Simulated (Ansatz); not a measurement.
# The perfect V wire along [111], 24 atoms a period, part 2 of 2

Wanted: the relaxed geometry and the bands of the V wire along [111], 24 atoms a period.

Ansatz 0.2.0; DFT PBE, plane waves, PAW; relaxation of a wire's period; PAW set soft_1 (the session's first sound run).

So far: The structure; The relaxed wire.

## (2) The relaxed wire (continued)

The steps of the relaxation:

| step | energy less that of the first step (eV) | largest force component (eV/Å) | pressure (GPa) | volume (Å³) |
| --- | --- | --- | --- | --- |
| 1 | 0.0000 | 1.2096 | -4.03 | 800.03 |
| 2 | -1.0477 | 0.1881 | -0.05 | 781.10 |
| 3 | -1.0898 | 0.1097 | 0.06 | 779.05 |
| 4 | -1.1072 | 0.0625 | 0.01 | 777.69 |
| 5 | -1.1109 | 0.0264 | -0.04 | 777.00 |
| 6* | -1.1011 | 0.0264 | -0.03 | 777.00 |

Relaxation steps marked * repeat the geometry before them on a plane-wave basis chosen anew for their cell, so energy and pressure can jump there.

Forces are held to the 2 operations that the run works with; a distortion that breaks them can't arise in this run.

| cell as run | before | after | change |
| --- | --- | --- | --- |
| c (Å) | 2.589 | 2.515 | -2.9 % |

The atoms that moved most (Å, along periodic axes as changes of fractional coordinates times the final cell, across vacuum about the mean position):

| atom | dx | dy | dz | length |
| --- | --- | --- | --- | --- |
| V7 | -0.039 | 0.155 | -0.140 | 0.213 |
| V10 | 0.039 | -0.155 | 0.140 | 0.213 |
| V12 | -0.110 | 0.113 | 0.141 | 0.212 |
| V5 | 0.110 | -0.113 | -0.141 | 0.212 |
| V13 | 0.150 | 0.090 | 0.104 | 0.203 |
| V24 | -0.150 | -0.090 | -0.104 | 0.203 |
| V18 | 0.008 | 0.039 | 0.082 | 0.091 |
| V2 | -0.008 | -0.039 | -0.082 | 0.091 |

Numbers from this step:

| Property | Result |
| --- | --- |
| energy at zero smearing | -69881.5824 eV |
| cell length along the wire | 2.515 Å |

The cell's length comes to 2.515 Å with spin left out.

## (3) The perfect wire

This step: DFT PBE, plane waves, PAW; bands of a perfect wire; PAW set soft_1 (Ansatz 0.2.0).

At the relaxed period the bands are computed along the axis; those that cross an energy going forward count the channels that a perfect wire would open there.

input.yaml

```yaml
crystal:
  lattice:
    - [17.371, 0.0, 0.0]
    - [0.0, 17.786, 0.0]
    - [0.0, 0.0, 2.5148877278]
  atoms:
    - { symbol: V, position: [0.197389565, 0.465622515, 0.992549265] }
    - { symbol: V, position: [0.316958319, 0.669369714, 0.967360946] }
    - { symbol: V, position: [0.439692479, 0.466032487, 0.992959466] }
    - { symbol: V, position: [0.559836153, 0.670945967, 0.022880295] }
    - { symbol: V, position: [0.202075599, 0.596572794, 0.277258361] }
    - { symbol: V, position: [0.319340639, 0.398210606, 0.336175701] }
    - { symbol: V, position: [0.436893645, 0.19990225, 0.277750312] }
    - { symbol: V, position: [0.438024161, 0.604775756, 0.333215179] }
    - { symbol: V, position: [0.561975839, 0.395224244, 0.333451488] }
    - { symbol: V, position: [0.563106355, 0.80009775, 0.388916355] }
    - { symbol: V, position: [0.680659361, 0.601789394, 0.330490966] }
    - { symbol: V, position: [0.797924401, 0.403427206, 0.389408306] }
    - { symbol: V, position: [0.204343706, 0.333464661, 0.708208835] }
    - { symbol: V, position: [0.318347751, 0.534941401, 0.643246565] }
    - { symbol: V, position: [0.440163847, 0.329054033, 0.643786372] }
    - { symbol: V, position: [0.441331687, 0.739405109, 0.698729162] }
    - { symbol: V, position: [0.560307521, 0.533967513, 0.673707201] }
    - { symbol: V, position: [0.683041681, 0.330630286, 0.69930572] }
    - { symbol: V, position: [0.681623836, 0.73850122, 0.67385564] }
    - { symbol: V, position: [0.802610435, 0.534377485, 0.674117402] }
    - { symbol: V, position: [0.318376164, 0.26149878, 0.992811027] }
    - { symbol: V, position: [0.558668313, 0.260594891, 0.967937505] }
    - { symbol: V, position: [0.681652249, 0.465058599, 0.023420102] }
    - { symbol: V, position: [0.795656294, 0.666535339, 0.958457832] }
kpoints:
  mp_grid: { grid: [1, 1, 32] }
  band_path: { path: ["Γ", Z], npoints: 90 }
scf:
  occupations: { method: fermi_dirac, width: 0.05 }
hamiltonian:
  xc: pbe
  pseudopotentials: { kind: paw, azcp: { folder: soft_1 } }
output:
  dos: { e_range: [-5, 4] }
  write_potential: true
  write_density: true
  volumetric_format: npy
```

Launch:

```sh
ansatz run input.yaml --threads 4 --pin off --max-ram 16384MiB --backend cpu --events-out ev --progress --plain --runs-dir out
```

Numbers of over 12 decimals in the logs are rounded to 6 here.

Log:

```text
[...]
Crystal: 24 atoms, lattice volume = 777.001 Å³
Basis set: ecut = 420 eV, 15217 PW (Γ)
Bands: 188, of which v1, the nominal top of the filled ones, is band 156 counted from 1 (155 counted from 0)
Symmetry: 2 space group operations
[...]
k-points: 17 of 32
[...]
SCF iter   1: F=—  HF=-69917.941656 eV  |F-HF|=—  |Δ(HF+E_count)|=         —  Δρ=8.17e-2  dr2=5.84e2  ethr=3.10e-3  ⟨swp⟩=11.4  Hψ=16101  notcnv=0
[...]
SCF iter  15: F=-69881.739465 eV  HF=-69881.739465 eV  |F-HF|=1.53e-8  |Δ(HF+E_count)|=   1.39e-7  Δρ=1.47e-6  dr2=2.06e-8  ethr=3.21e-11  ⟨swp⟩=21.6  Hψ=14184  notcnv=0
SCF 1 converged in 15 iterations: F = -69881.739465 eV  dr2 = 2.06e-8
[...]
NSCF: frozen V_eff on 91 k-points
WARN: The output density's exchange-correlation potential varies sharply where the density is thin. Do not read a vacuum level from v_tot or v_xc, or from such a field of the output density. On a cell that repeats whose density bears no net charge and no dipole along the vacuum's axis use v_es (v_loc + v_h of the components); under efield.dipole_correction with no amplitude use v_es + v_field, which holds any externa [...]
SCF converged after 15 iterations
Free energy (F): -69881.739465 eV
[...]
Internal energy: -69881.425108 eV  (E = F + TS)
E sigma→0 (E₀):  -69881.582286 eV
Entropy (-TS):   -0.314357 eV (-13.098 meV/atom)
Fermi energy:    4.660859 eV
[...]
--- Band table (eV; the first three rows and the last of 17) ---
  k-point 0: bands = [... 152 lower, 4.3586, 4.4597, 4.5001, 4.5118, 4.5725, 4.5984, 4.6691, 4.6749, ... 28 higher]
  k-point 1: bands = [... 152 lower, 4.3763, 4.4506, 4.5017, 4.5120, 4.5660, 4.5936, 4.6640, 4.6889, ... 28 higher]
  k-point 2: bands = [... 152 lower, 4.4193, 4.4317, 4.4752, 4.5328, 4.5605, 4.5752, 4.6479, 4.6633, ... 28 higher]
  k-point 16: bands = [... 152 lower, 4.9065, 4.9273, 4.9638, 5.0762, 5.0782, 5.2252, 5.2545, 5.3260, ... 28 higher]
```

Elapsed: 11 min, on 4 threads of Arm Neoverse N1, shared host; peak memory 7.1 GiB.

This step gave:

- energy at zero smearing: -69881.5823 eV
- band gap: 0 eV

Electronic bands along the path, in eV, zero at the Fermi level; # counts the bands kept:

| point | #46 | #47 | #48 | #49 | #50 | #51 | #52 | #53 |
| --- | --- | --- | --- | --- | --- | --- | --- | --- |
| Γ | -0.20 | -0.16 | -0.15 | -0.09 | -0.06 | 0.01 | 0.01 | 0.05 |
| halfway | -0.16 | -0.12 | -0.03 | 0.00 | 0.04 | 0.08 | 0.15 | 0.17 |
| Z | 0.27 | 0.30 | 0.42 | 0.42 | 0.56 | 0.59 | 0.67 | 0.93 |

Between Γ and Z the bands cross the Fermi level 17 times, so a perfect wire would conduct at least 17 G₀, with spin left out.

## (4) Results

- cell length, PBE: 2.515 Å
- ballistic conductance by band crossings, a lower bound, PBE: 17 G₀

What this shows: Under PBE the cell's length is 2.51 Å, and the bands cross the Fermi level 17 times between Γ and Z, which gives a perfect wire at least 17 G₀ (opposite crossings within one step of the path cancel in such a count). No spin was allowed, though thin wires with open d shells can turn magnetic.

[Logs are printed without paths, hosts, clocks, repeated set-up lines and the standing remarks that a program may print on its own settings, such as how far it seeks lower states.]

[Hosts, paths, dates, database ids (printed as entryN), source tags and the programs' standing remarks are cut or masked in the printed files.]
